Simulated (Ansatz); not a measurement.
Two G0W0 runs on WS2 (layered bulk) (P6_3/mmc).

It takes space group P6_3/mmc (No. 194, hexagonal). Conventional cell: a = 3.115 Å, b = 3.115 Å, c = 11.777 Å, α = 90.00°, β = 90.00°, γ = 120.00°. W has 6 S at 2.39 Å nearest. Nearest to S lie 3 W at 2.39 Å. It derives from S2W1. Farther neighbours and most contacts between anions are not listed.

```yaml
crystal:
  lattice:
    - [3.11499, 0.00000, 0.00000]
    - [-1.55749, 2.69766, 0.00000]
    - [0.00000, 0.00000, 11.77677]
  atoms:
    - { symbol: W, position: [0.33333, 0.66667, 0.25000] }
    - { symbol: S, position: [0.66667, 0.33333, 0.38351] }
    - { symbol: S, position: [0.66667, 0.33333, 0.11649] }
    - { symbol: W, position: [0.66667, 0.33333, 0.75000] }
    - { symbol: S, position: [0.33333, 0.66667, 0.88351] }
    - { symbol: S, position: [0.33333, 0.66667, 0.61649] }
```

The structure was relaxed with PBEsol-D3(BJ). The runs that relaxed it are not among those shown. Spin-orbit coupling is left out unless a run names it.

The first (Ansatz 0.2.0; start PBEsol, 9×9×2 mesh, 412 empty bands, screening to 150 eV, PAW set soft_1 files; 1 × NVIDIA H100 80GB HBM3 (shared by 6 runs) with 2 threads of AMD EPYC 7R13 (Zen 3), shared host) gave, on its mesh: starting gap 0.79 eV, G0W0 gap 1.20 eV, RPA ε∞ (mean) 12.03, 75 s.

The second gave: starting gap 0.79 eV, G0W0 gap 1.10 eV, RPA ε∞ (mean) 12.39, 20 s.

Q: What was changed in the input? Choose among start, files, mesh, bands and cutoff, frequency model or another key.

Changed: empty bands from 412 to 104 and screening cutoff (eV) from 150.0 to 60. The starting gap stayed, which rules out the functional and points to the GW step. Other changes could give like numbers; this is the one that was made.

Limits: not at the basis limit; no spin-orbit coupling; coarse k mesh.

[Paths, hosts, dates, memory and timing lines, banners, echoed tables and standing remarks are left out of the program output.]

[Logs are printed without paths, hosts, clocks, repeated set-up lines and the standing remarks that a program may print on its own settings, such as how far it seeks lower states.]

[Runs of the session that timed out or met a known fault of the program may be left out.]

[Cells called generated may have been cut or substituted from an entry of the Crystallography Open Database or the Materials Project.]

[Hosts, paths, dates, database ids (printed as entryN), source tags and the programs' standing remarks are cut or masked in the printed files.]
